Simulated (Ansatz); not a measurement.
# Glassy NaFeSi2O6 (120 atoms): geometry optimisation, part 2 of 3

How does glassy NaFeSi2O6 (120 atoms) relax, and what do bonds, charges and levels look like afterwards?

Ansatz 0.2.0; Kohn-Sham DFT, PBE, PAW (set soft_2), plane waves.

The cell: 12 Fe, 12 Na, 72 O and 24 Si. The quench rate of 20 K/ps is orders of magnitude faster than experiment. The starting topology of bonds comes from the classical model. Without a Hubbard term or exact exchange, open shells on Fe are likely too delocalised. The Brillouin zone is sampled at Γ only, in a cell whose shortest periodic width is 12 Å.

So far. Step 2 (Single point at the start): The r.m.s. force component of 1.3 eV/Å sets the starting point.

## (3) Cell and atoms relaxed

Cell and atoms are freed together, to release stress as well as forces.

input.yaml reads:

```yaml
crystal:
  lattice:
    - [11.8563, 0.0, 0.0]
    - [0.0, 11.8563, 0.0]
    - [0.0, 0.0, 11.8563]
  atoms:
    [... the 120 atom lines of step 2 ...]
magnetization:
  spin_polarized: true
kpoints:
  mp_grid: { grid: [1, 1, 1] }
hamiltonian:
  xc: pbe
scf:
  occupations: { method: gaussian, width: 0.05 }
  lower_state_search: "off"
output:
  forces: true
relax:
  f_tol: 0.03
  max_steps: 63
  cell: {}
```

Command:

```sh
$ ansatz run input.yaml --threads 4 --pin off --max-ram 8192MiB --backend cpu --events-out ev --progress --plain --runs-dir out
```

Numbers of over 12 decimals in the logs are rounded to 6 here.

The log of the run:

```text
[...]
Crystal: 120 atoms, lattice volume = 1666.662 Å³
Basis set: ecut = 420 eV, 32531 PW (Γ), exchange–correlation on 160×160×160 points (8 copies of the dense FFT grid, shifted against one another)
Bands: 564, of which v1, the nominal top of the filled ones, is band 414 counted from 1 (413 counted from 0)
Symmetry: 1 space group operations
[...]
k-points: 1
[...]
Starting moments: Σ|m| = 60 μB on 12 of 120 sites
[...]
SCF iter   1: F=—  HF=-127903.607286 eV  |F-HF|=—  |Δ(HF+E_count)|=         —  Δρ=2.36e-1 (↑1.48e-1 ↓2.36e-1)  dr2=2.51e3  dr2_m=2.46e2  M=12.168 μB ∫|m|=21.326 μB  β_m=0.30  ethr=3.10e-3  ⟨swp⟩=6.0  Hψ=4490  notcnv=0  defer=132
[...]
SCF iter  34: F=-127788.149584 eV  HF=-127788.149584 eV  |F-HF|=1.22e-8  |Δ(HF+E_count)|=   2.23e-8  Δρ=1.09e-6 (↑5.26e-7 ↓1.09e-6)  dr2=4.37e-8  dr2_m=4.60e-9  M=29.489 μB ∫|m|=56.884 μB  ethr=1.21e-11  ⟨swp⟩=3.5  Hψ=2387  notcnv=0
SCF 1 converged in 34 iterations: F = -127788.149584 eV  dr2 = 4.37e-8
[...]
relax step   1: F+E_penalty+E_count = -127788.14958382 eV  Δ(F+E_penalty+E_count) = +0.000e0 eV  max|allowed force component| = 4.297e0 eV/Å  Δτ_max = 0.0000 Å  P = +3.711 GPa  Ω = 1666.662 Å³  (34 SCF iters, dr2 threshold 1.00e-7 eV, accepted)
[... from here on, the SCF cycles and remarks between the steps are left out ...]
relax step   2: F+E_penalty+E_count = -127793.98187688 eV  Δ(F+E_penalty+E_count) = -5.832e0 eV  max|allowed force component| = 2.779e0 eV/Å  Δτ_max = 0.1958 Å  P = +2.134 GPa  Ω = 1651.108 Å³  energy of the carried Pulay correction = +5.099e-2 eV  (19 SCF iters, dr2 threshold 1.20e-5 eV, accepted)
relax step   3: F+E_penalty+E_count = -127797.78149937 eV  Δ(F+E_penalty+E_count) = -3.800e0 eV  max|allowed force component| = 6.716e-1 eV/Å  Δτ_max = 0.1950 Å  P = +0.011 GPa  Ω = 1639.840 Å³  energy of the carried Pulay correction = +8.822e-2 eV  (21 SCF iters, dr2 threshold 1.20e-5 eV, accepted)
relax step   4: F+E_penalty+E_count = -127798.47657674 eV  Δ(F+E_penalty+E_count) = -6.951e-1 eV  max|allowed force component| = 5.792e-1 eV/Å  Δτ_max = 0.1948 Å  P = -0.325 GPa  Ω = 1634.261 Å³  energy of the carried Pulay correction = +1.067e-1 eV  (15 SCF iters, dr2 threshold 1.20e-5 eV, accepted)
relax step   5: F+E_penalty+E_count = -127798.85188242 eV  Δ(F+E_penalty+E_count) = -3.753e-1 eV  max|allowed force component| = 3.704e-1 eV/Å  Δτ_max = 0.1951 Å  P = -0.132 GPa  Ω = 1629.252 Å³  energy of the carried Pulay correction = +1.234e-1 eV  (14 SCF iters, dr2 threshold 1.20e-5 eV, accepted)
relax step   6: F+E_penalty+E_count = -127799.06966162 eV  Δ(F+E_penalty+E_count) = -2.178e-1 eV  max|allowed force component| = 2.614e-1 eV/Å  Δτ_max = 0.1950 Å  P = -0.121 GPa  Ω = 1630.901 Å³  energy of the carried Pulay correction = +1.179e-1 eV  (15 SCF iters, dr2 threshold 8.57e-6 eV, accepted)
relax step   7: F+E_penalty+E_count = -127799.19999966 eV  Δ(F+E_penalty+E_count) = -1.303e-1 eV  max|allowed force component| = 1.807e-1 eV/Å  Δτ_max = 0.1915 Å  P = +0.091 GPa  Ω = 1629.655 Å³  energy of the carried Pulay correction = +1.221e-1 eV  (14 SCF iters, dr2 threshold 4.27e-6 eV, accepted)
relax step   8: F+E_penalty+E_count = -127799.28746254 eV  Δ(F+E_penalty+E_count) = -8.746e-2 eV  max|allowed force component| = 1.440e-1 eV/Å  Δτ_max = 0.1951 Å  P = -0.103 GPa  Ω = 1634.105 Å³  energy of the carried Pulay correction = +1.073e-1 eV  (16 SCF iters, dr2 threshold 2.04e-6 eV, accepted)
relax step   9: F+E_penalty+E_count = -127799.37489036 eV  Δ(F+E_penalty+E_count) = -8.743e-2 eV  max|allowed force component| = 1.346e-1 eV/Å  Δτ_max = 0.1904 Å  P = +0.118 GPa  Ω = 1632.191 Å³  energy of the carried Pulay correction = +1.136e-1 eV  (16 SCF iters, dr2 threshold 1.30e-6 eV, accepted)
relax step  10: F+E_penalty+E_count = -127799.42588514 eV  Δ(F+E_penalty+E_count) = -5.099e-2 eV  max|allowed force component| = 1.340e-1 eV/Å  Δτ_max = 0.1942 Å  P = -0.115 GPa  Ω = 1636.993 Å³  energy of the carried Pulay correction = +9.767e-2 eV  (20 SCF iters, dr2 threshold 1.13e-6 eV, accepted)
relax step  11: F+E_penalty+E_count = -127799.46850914 eV  Δ(F+E_penalty+E_count) = -4.262e-2 eV  max|allowed force component| = 1.548e-1 eV/Å  Δτ_max = 0.2000 Å  P = -0.017 GPa  Ω = 1637.199 Å³  energy of the carried Pulay correction = +9.698e-2 eV  (16 SCF iters, dr2 threshold 1.12e-6 eV, accepted)
relax step  12: F+E_penalty+E_count = -127799.50541251 eV  Δ(F+E_penalty+E_count) = -3.690e-2 eV  max|allowed force component| = 1.286e-1 eV/Å  Δτ_max = 0.1954 Å  P = +0.002 GPa  Ω = 1638.721 Å³  energy of the carried Pulay correction = +9.193e-2 eV  (15 SCF iters, dr2 threshold 1.50e-6 eV, accepted)
relax step  13: F+E_penalty+E_count = -127799.53711052 eV  Δ(F+E_penalty+E_count) = -3.170e-2 eV  max|allowed force component| = 1.824e-1 eV/Å  Δτ_max = 0.1961 Å  P = -0.029 GPa  Ω = 1640.363 Å³  energy of the carried Pulay correction = +8.649e-2 eV  (12 SCF iters, dr2 threshold 1.03e-6 eV, accepted)
[...]
relax step  26: F+E_penalty+E_count = -127799.81846367 eV  Δ(F+E_penalty+E_count) = -2.769e-2 eV  max|allowed force component| = 1.492e-1 eV/Å  Δτ_max = 0.2000 Å  P = -0.028 GPa  Ω = 1640.810 Å³  energy of the carried Pulay correction = +8.500e-2 eV  (14 SCF iters, dr2 threshold 1.19e-6 eV, accepted)
relax step  27: F+E_penalty+E_count = -127799.80197064 eV  Δ(F+E_penalty+E_count) = +1.649e-2 eV  max|allowed force component| = 3.610e-1 eV/Å  Δτ_max = 0.1992 Å  P = -0.187 GPa  Ω = 1641.427 Å³  energy of the carried Pulay correction = +8.296e-2 eV  (23 SCF iters, dr2 threshold 1.39e-6 eV, rejected (line search))
relax step  28: F+E_penalty+E_count = -127799.83982152 eV  Δ(F+E_penalty+E_count) = -2.136e-2 eV  max|allowed force component| = 1.863e-1 eV/Å  Δτ_max = 0.0996 Å  P = +0.016 GPa  Ω = 1639.199 Å³  energy of the carried Pulay correction = +9.035e-2 eV  (23 SCF iters, accepted)
relax step  29: F+E_penalty+E_count = -127799.85661438 eV  Δ(F+E_penalty+E_count) = -1.679e-2 eV  max|allowed force component| = 6.974e-2 eV/Å  Δτ_max = 0.0809 Å  P = -0.015 GPa  Ω = 1640.501 Å³  energy of the carried Pulay correction = +8.603e-2 eV  (13 SCF iters, dr2 threshold 2.17e-6 eV, accepted)
relax step  30: F+E_penalty+E_count = -127799.85240201 eV  Δ(F+E_penalty+E_count) = +4.212e-3 eV  max|allowed force component| = 1.221e-1 eV/Å  Δτ_max = 0.0639 Å  P = -0.013 GPa  Ω = 1642.523 Å³  energy of the carried Pulay correction = +7.933e-2 eV  (18 SCF iters, dr2 threshold 3.04e-7 eV, accepted)
relax step  31: F+E_penalty+E_count = -127799.82782948 eV  Δ(F+E_penalty+E_count) = +2.457e-2 eV  max|allowed force component| = 1.194e-1 eV/Å  Δτ_max = 0.1922 Å  P = -0.004 GPa  Ω = 1641.953 Å³  energy of the carried Pulay correction = +8.122e-2 eV  (15 SCF iters, dr2 threshold 9.31e-7 eV, rejected (line search))
relax step  32: F+E_penalty+E_count = -127799.86444887 eV  Δ(F+E_penalty+E_count) = -1.205e-2 eV  max|allowed force component| = 4.738e-2 eV/Å  Δτ_max = 0.0609 Å  P = +0.022 GPa  Ω = 1641.662 Å³  energy of the carried Pulay correction = +8.218e-2 eV  (20 SCF iters, accepted)
relax step  33: F+E_penalty+E_count = -127799.86471443 eV  Δ(F+E_penalty+E_count) = -2.656e-4 eV  max|allowed force component| = 2.113e-2 eV/Å  Δτ_max = 0.0174 Å  P = -0.005 GPa  Ω = 1642.039 Å³  energy of the carried Pulay correction = +8.093e-2 eV  (12 SCF iters, dr2 threshold 1.40e-7 eV, accepted)
relax step  34: F+E_penalty+E_count = -127799.83072463 eV  Δ(F+E_penalty+E_count) = +3.399e-2 eV  max|allowed force component| = 2.081e-2 eV/Å  Δτ_max = 0.0000 Å  P = -0.056 GPa  Ω = 1642.039 Å³  stress off target by 1.82e-1 GPa  SCF on the basis re-selected at this cell (its energy is not comparable with the rows above)  (12 SCF iters)
relax step  35: F+E_penalty+E_count = -127799.80862142 eV  Δ(F+E_penalty+E_count) = +2.210e-2 eV  max|allowed force component| = 3.178e-1 eV/Å  Δτ_max = 0.1193 Å  P = +0.059 GPa  Ω = 1639.887 Å³  energy of the carried Pulay correction = +6.723e-3 eV  (17 SCF iters, dr2 threshold 8.29e-8 eV, rejected (line search))
relax step  36: F+E_penalty+E_count = -127799.84015015 eV  Δ(F+E_penalty+E_count) = -9.426e-3 eV  max|allowed force component| = 2.495e-2 eV/Å  Δτ_max = 0.0185 Å  P = +0.017 GPa  Ω = 1640.468 Å³  energy of the carried Pulay correction = +5.043e-3 eV  (19 SCF iters, accepted)
relax step  37: F+E_penalty+E_count = -127799.83481871 eV  Δ(F+E_penalty+E_count) = +5.331e-3 eV  max|allowed force component| = 2.500e-2 eV/Å  Δτ_max = 0.0000 Å  P = +0.013 GPa  Ω = 1640.468 Å³  stress off target by 2.40e-2 GPa  SCF on the basis re-selected at this cell (its energy is not comparable with the rows above)  (9 SCF iters)
[...]
SCF converged after 9 iterations
Magnetization: 29.9315 μB (428.9658 up, 399.0342 down)
Absolute magnetization: 57.1695 μB (∫|ρ↑−ρ↓|, with the PAW one-centre terms)
[...]
Per-site moments (μB) at R_I (Å): [(3.597015, 0.775199), (3.686243, 0.800771), (3.532069, 0.770443), (3.651097, 0.764934), (-3.607248, 0.764515), [...]
Free energy (F): -127799.834819 eV
[...]
Internal energy: -127799.829450 eV  (E = F + TS)
E sigma→0 (E₀):  -127799.832135 eV
Entropy (-TS):   -0.005368 eV (-0.045 meV/atom)
Fermi energy:    4.677995 eV
[...]
--- Forces (eV/Å), atoms counted from 1 ---
  atom   1  Fe     0.00315382     0.00455187     0.00302017
  atom   2  Fe    -0.01701660     0.01112034    -0.01188473
  atom   3  Fe    -0.00968315    -0.01182480     0.00356756
  atom   4  Fe     0.00190486    -0.00032854    -0.00827213
  atom   5  Fe    -0.00610075     0.00898100     0.00352624
  atom   6  Fe    -0.00462096    -0.00298839     0.00500211
  atom   7  Fe    -0.00749845    -0.01148313     0.00003152
  atom   8  Fe     0.00915295    -0.00081771     0.00843948
  atom   9  Fe     0.00151400    -0.00877705     0.00292470
  atom  10  Fe     0.01560659     0.00629369     0.02197557
  atom  11  Fe     0.00833403    -0.00653394    -0.00140733
  atom  12  Fe     0.00263543     0.00373036    -0.02500334
  atom  13  Na     0.00334275    -0.00234292     0.00268648
  atom  14  Na    -0.00274177     0.00409704    -0.00258936
[...]
atom 119  Si     0.00907001     0.01718245    -0.01705984
  atom 120  Si    -0.01205316    -0.00058861     0.01767280
  max |Σ_I F_I| component: 1.06e-4 eV/Å
--- Stress (GPa, compression-positive) ---
        0.007001      -0.001761       0.004507
       -0.001759       0.010771      -0.003910
        0.004508      -0.003909       0.021395
  P = ⅓ Tr σ = 0.0131 GPa (0.131 kbar)
--- Relaxed structure (35 steps of the walk, 31 accepted, 2 SCFs on fresh bases) ---
  F+E_penalty+E_count = -127799.83481871 eV   max|allowed force component| = 2.500e-2 eV/Å   (the final SCF, on the basis selected at the relaxed cell)
  cell:  # Å, volume = 1640.4676 Å³
    - [11.773759, -0.098037, -0.106222]
    - [-0.098037, 11.622253, 0.168969]
    - [-0.106222, 0.168969, 11.992658]
  atoms:
    - { symbol: Fe, position: [0.217755, 0.246531, 0.951607] }
    - { symbol: Fe, position: [0.716581, 0.041096, 0.536573] }
    - { symbol: Fe, position: [0.328951, 0.274333, 0.387735] }
    - { symbol: Fe, position: [0.076113, 0.131663, 0.765861] }
[...]
- { symbol: Si, position: [0.795424, 0.896335, 0.318586] }
```

The job ended after 26 min (4 threads of Intel Xeon Platinum 8375C at 2.90GHz (Ice Lake), shared host; peak memory 4.6 GiB; 1.7 h of CPU time).

The steps of the relaxation (22 of 37):

| step | energy less that of the first step (eV) | largest force component (eV/Å) | pressure (GPa) | volume (Å³) |
| --- | --- | --- | --- | --- |
| 1 | 0.0000 | 4.2965 | 3.71 | 1666.66 |
| 3 | -9.6319 | 0.6716 | 0.01 | 1639.84 |
| 4 | -10.3270 | 0.5792 | -0.33 | 1634.26 |
| 6 | -10.9201 | 0.2614 | -0.12 | 1630.90 |
| 8 | -11.1379 | 0.1440 | -0.10 | 1634.11 |
| 10 | -11.2763 | 0.1340 | -0.11 | 1636.99 |
| 11 | -11.3189 | 0.1548 | -0.02 | 1637.20 |
| 13 | -11.3875 | 0.1824 | -0.03 | 1640.36 |
| 15 | -11.4612 | 0.1153 | -0.01 | 1639.99 |
| 16 | -11.5002 | 0.1220 | -0.01 | 1639.14 |
| 18 | -11.5338 | 0.1795 | 0.01 | 1638.19 |
| 20 | -11.5700 | 0.0544 | -0.01 | 1638.27 |
| 22 | -11.5829 | 0.0655 | -0.01 | 1637.43 |
| 23 | -11.5901 | 0.0741 | -0.01 | 1637.60 |
| 25 | -11.6412 | 0.1381 | 0.05 | 1637.45 |
| 27 | -11.6524 | 0.3610 | -0.19 | 1641.43 |
| 28 | -11.6902 | 0.1863 | 0.02 | 1639.20 |
| 30 | -11.7028 | 0.1221 | -0.01 | 1642.52 |
| 32 | -11.7149 | 0.0474 | 0.02 | 1641.66 |
| 34* | -11.6811 | 0.0208 | -0.06 | 1642.04 |
| 35 | -11.6590 | 0.3178 | 0.06 | 1639.89 |
| 37* | -11.6852 | 0.0250 | 0.01 | 1640.47 |

Relaxation steps marked * repeat the geometry before them on a plane-wave basis chosen anew for their cell, so energy and pressure can jump there. Other such steps can lie between the rows shown. Relaxation steps 18, 27, 31, 35 were tried and not accepted.

| cell as run | before | after | change |
| --- | --- | --- | --- |
| a (Å) | 11.856 | 11.775 | -0.7 % |
| b (Å) | 11.856 | 11.624 | -2.0 % |
| c (Å) | 11.856 | 11.994 | +1.2 % |
| α (°) | 90.00 | 88.36 | -1.8 % |
| β (°) | 90.00 | 91.03 | +1.1 % |
| γ (°) | 90.00 | 90.97 | +1.1 % |
| volume (Å³/atom) | 13.89 | 13.67 | -1.6 % |

The atoms that moved most (Å, as changes of fractional coordinates times the final cell):

| atom | dx | dy | dz | length |
| --- | --- | --- | --- | --- |
| Na23 | 0.194 | 1.938 | -0.748 | 2.086 |
| Na19 | -0.645 | -1.069 | 0.882 | 1.528 |
| O93 | 0.607 | 0.114 | 0.841 | 1.044 |
| Na15 | -0.573 | 0.672 | -0.005 | 0.883 |
| O88 | -0.627 | 0.543 | -0.012 | 0.829 |
| O44 | -0.404 | 0.531 | 0.397 | 0.776 |
| Na21 | 0.269 | -0.643 | -0.174 | 0.718 |
| O45 | 0.551 | -0.156 | 0.426 | 0.714 |

The relaxation changed the energy by -97.4 meV/atom, and atoms moved by 0.43 Å r.m.s., 2.1 Å at most.

## (4) Local order after relaxation

Bonds before and after, by the cutoffs listed below:

| pair | bonds before | bonds after | mean before (Å) | mean after (Å) | spread before (Å) | spread after (Å) |
| --- | --- | --- | --- | --- | --- | --- |
| O-Si | 96 | 96 | 1.618 | 1.643 | 0.052 | 0.026 |
| O-Fe | 59 | 57 | 2.007 | 1.970 | 0.123 | 0.101 |
| O-Na | 62 | 68 | 2.673 | 2.585 | 0.247 | 0.208 |

Density 2.81 g/cm³, 13.67 Å³ an atom.

g(r), total and by pair (bins of 0.2 Å):

| r (Å) | total | O-O | O-Si | O-Fe | O-Na | Si-Si | Si-Fe |
| --- | --- | --- | --- | --- | --- | --- | --- |
| 1.50 | 0.07 | 0.00 | 0.30 | 0.00 | 0.00 | 0.00 | 0.00 |
| 1.70 | 3.15 | 0.00 | 13.13 | 0.00 | 0.00 | 0.00 | 0.00 |
| 1.90 | 0.95 | 0.00 | 0.00 | 7.89 | 0.00 | 0.00 | 0.00 |
| 2.10 | 0.38 | 0.00 | 0.00 | 3.16 | 0.00 | 0.00 | 0.00 |
| 2.30 | 0.27 | 0.00 | 0.00 | 0.14 | 2.07 | 0.00 | 0.00 |
| 2.50 | 0.63 | 0.82 | 0.00 | 0.00 | 2.79 | 0.00 | 0.00 |
| 2.70 | 2.06 | 4.86 | 0.00 | 0.41 | 1.98 | 0.00 | 0.29 |
| 2.90 | 0.77 | 1.32 | 0.09 | 0.18 | 0.72 | 1.59 | 1.09 |
| 3.10 | 0.97 | 1.06 | 0.19 | 0.08 | 0.55 | 3.26 | 3.00 |
| 3.30 | 0.96 | 0.70 | 0.62 | 0.82 | 0.56 | 1.30 | 3.94 |
| 3.50 | 1.01 | 0.58 | 1.40 | 0.98 | 0.67 | 0.00 | 2.58 |
| 3.70 | 0.89 | 0.65 | 1.10 | 1.21 | 1.03 | 0.00 | 0.17 |
| 3.90 | 0.99 | 0.80 | 1.44 | 1.10 | 0.89 | 0.60 | 0.31 |
| 4.10 | 0.97 | 0.51 | 2.01 | 1.04 | 0.54 | 0.66 | 0.95 |
| 4.30 | 1.22 | 0.74 | 1.64 | 2.13 | 1.23 | 1.45 | 0.62 |
| 4.50 | 0.96 | 0.78 | 1.01 | 1.94 | 0.86 | 1.01 | 0.56 |
| 4.70 | 1.06 | 1.17 | 0.72 | 1.07 | 1.96 | 1.13 | 0.62 |
| 4.90 | 1.00 | 1.42 | 0.52 | 0.60 | 0.97 | 1.59 | 1.22 |
| 5.10 | 1.04 | 1.50 | 0.62 | 0.46 | 1.19 | 1.22 | 0.96 |
| 5.30 | 1.02 | 1.39 | 0.94 | 0.59 | 0.75 | 1.14 | 0.72 |
| 5.50 | 0.96 | 1.05 | 0.94 | 0.65 | 1.00 | 0.97 | 0.90 |
| 5.70 | 0.99 | 0.91 | 1.10 | 0.86 | 0.90 | 1.05 | 1.19 |

Bonds by pair of elements; cutoffs follow the first minimum of g(r), held within bounds set by covalent radii, and pairs that aren't listed don't count as bonded:

| pair A-B | cutoff (Å) | bonds | mean length (Å) | spread (Å) | shortest (Å) | B about A | A about B |
| --- | --- | --- | --- | --- | --- | --- | --- |
| O-Si | 2.08 | 96 | 1.64 | 0.026 | 1.58 | 1.33 | 4 |
| O-Fe | 2.48 | 57 | 1.97 | 0.101 | 1.83 | 0.792 | 4.75 |
| O-Na | 3.09 | 68 | 2.58 | 0.208 | 2.26 | 0.944 | 5.67 |

How many atoms have how many bonded neighbours:

| element | mean | 2 | 3 | 4 | 5 | 6 | 7 |
| --- | --- | --- | --- | --- | --- | --- | --- |
| Fe | 4.75 | 0 | 0 | 4 | 7 | 1 | 0 |
| Na | 5.67 | 0 | 0 | 2 | 4 | 2 | 4 |
| O | 3.07 | 14 | 39 | 19 | 0 | 0 | 0 |
| Si | 4 | 0 | 0 | 24 | 0 | 0 | 0 |

Bond angles, per cent of each kind in bins of 5°:

| angle (°) | O-Na-O | O-Si-O | O-Fe-O | Na-O-Si | Fe-O-Si |
| --- | --- | --- | --- | --- | --- |
| 50–55 | 1.8 | 0.0 | 0.0 | 0.0 | 0.0 |
| 55–60 | 9.6 | 0.0 | 0.0 | 0.0 | 0.0 |
| 60–65 | 7.2 | 0.0 | 0.0 | 0.0 | 0.0 |
| 65–70 | 4.2 | 0.0 | 0.9 | 0.0 | 0.0 |
| 70–75 | 4.2 | 0.0 | 0.0 | 3.6 | 0.0 |
| 75–80 | 6.0 | 0.0 | 2.8 | 3.6 | 0.0 |
| 80–85 | 7.2 | 0.0 | 10.1 | 4.8 | 0.0 |
| 85–90 | 3.6 | 0.0 | 10.1 | 13.1 | 0.0 |
| 90–95 | 4.2 | 0.7 | 17.4 | 16.7 | 0.0 |
| 95–100 | 4.8 | 3.5 | 11.9 | 8.3 | 1.9 |
| 100–105 | 1.8 | 9.7 | 11.9 | 8.3 | 3.9 |
| 105–110 | 4.8 | 39.6 | 4.6 | 8.3 | 5.8 |
| 110–115 | 4.8 | 36.8 | 8.3 | 7.1 | 0.0 |
| 115–120 | 5.4 | 6.9 | 3.7 | 1.2 | 9.6 |
| 120–125 | 2.4 | 2.1 | 0.0 | 4.8 | 11.5 |
| 125–130 | 7.2 | 0.7 | 0.9 | 5.9 | 19.2 |
| 130–135 | 4.8 | 0.0 | 0.0 | 4.8 | 11.5 |
| 135–140 | 4.2 | 0.0 | 0.9 | 7.1 | 9.6 |
| 140–145 | 2.4 | 0.0 | 2.8 | 0.0 | 9.6 |
| 145–150 | 2.4 | 0.0 | 3.7 | 0.0 | 1.9 |
| 150–155 | 1.2 | 0.0 | 0.9 | 0.0 | 5.8 |
| 155–160 | 0.6 | 0.0 | 2.8 | 0.0 | 3.9 |
| 160–165 | 2.4 | 0.0 | 0.9 | 0.0 | 1.9 |
| 165–170 | 2.4 | 0.0 | 4.6 | 2.4 | 0.0 |
| 170–175 | 0.0 | 0.0 | 0.0 | 0.0 | 1.9 |
| 175–180 | 0.0 | 0.0 | 0.9 | 0.0 | 1.9 |

Bond angles (no mean is given where the spread exceeds 20°):

| angle | count | mean (°) | spread (°) |
| --- | --- | --- | --- |
| O-Na-O | 166 | - | - |
| O-Si-O | 144 | 109 | 5 |
| O-Fe-O | 109 | - | - |
| Na-O-Si | 84 | - | - |
| Fe-O-Si | 52 | 132 | 16.7 |

Oxygen atoms by the number of network formers (Si, P, Ge, B, Al, As, Ga) bound to them:

| network formers bound to O | O atoms | per cent |
| --- | --- | --- |
| 0 | 2 | 2.8 |
| 1 | 44 | 61.1 |
| 2 | 26 | 36.1 |

Network units: each former by its oxygen neighbours and how many of them bridge to another former:

| former | O neighbours | bridging O | atoms |
| --- | --- | --- | --- |
| Si | 4 | 0 | 1 |
| Si | 4 | 1 | 6 |
| Si | 4 | 2 | 8 |
| Si | 4 | 3 | 6 |
| Si | 4 | 4 | 3 |

Bond length by coordination (bonds to H left out):

| element | coordination | atoms | mean bond length (Å) |
| --- | --- | --- | --- |
| Fe | 4 | 4 | 1.90 |
| Fe | 5 | 7 | 1.99 |
| Fe | 6 | 1 | 2.06 |
| Na | 4 | 2 | 2.47 |
| Na | 5 | 4 | 2.56 |
| Na | 6 | 2 | 2.66 |
| Na | 7 | 4 | 2.60 |
| O | 2 | 14 | 1.68 |
| O | 3 | 39 | 2.00 |
| O | 4 | 19 | 2.18 |

Rings of the network by King's shortest-path rule, up to 12 atoms, one path for each pair of neighbours; H, halogens, alkali and alkaline-earth atoms are left out, and the last column divides by all other atoms, bonded or not:

| ring size (atoms) | rings | per network atom |
| --- | --- | --- |
| 4 | 5 | 0.046 |
| 6 | 12 | 0.111 |
| 8 | 32 | 0.296 |
| 10 | 26 | 0.241 |
| 12 | 28 | 0.259 |

For some of the pairs, g(r) has its first main peak near 2.7 Å (O-O), 1.6 Å (O-Si), 1.9 Å (O-Fe), 2.4 Å (O-Na), 3.1 Å (Si-Si) and 3.2 Å (Si-Fe). By these cutoffs 58 % of Fe atoms have 5, 33 % of Na atoms have 5 and as many 7, 54 % of O atoms have 3 and all Si atoms have 4 bonded neighbours. Counting bonds to Si alone, not to Fe, 36 % of the oxygens join two of these atoms and 61 % one; 3 % join none. The commonest Si unit has 4 oxygens, 2 of them shared with other formers (8 of 24 atoms). Rings of 8 atoms are the most common (31 % of those counted); sizes run from 4 to 12, where the search stops.

[end of part 2 of 3]

[Logs are printed without paths, hosts, clocks, repeated set-up lines and the standing remarks that a program may print on its own settings, such as how far it seeks lower states.]

[Hosts, paths, dates, database ids (printed as entryN), source tags and the programs' standing remarks are cut or masked in the printed files.]
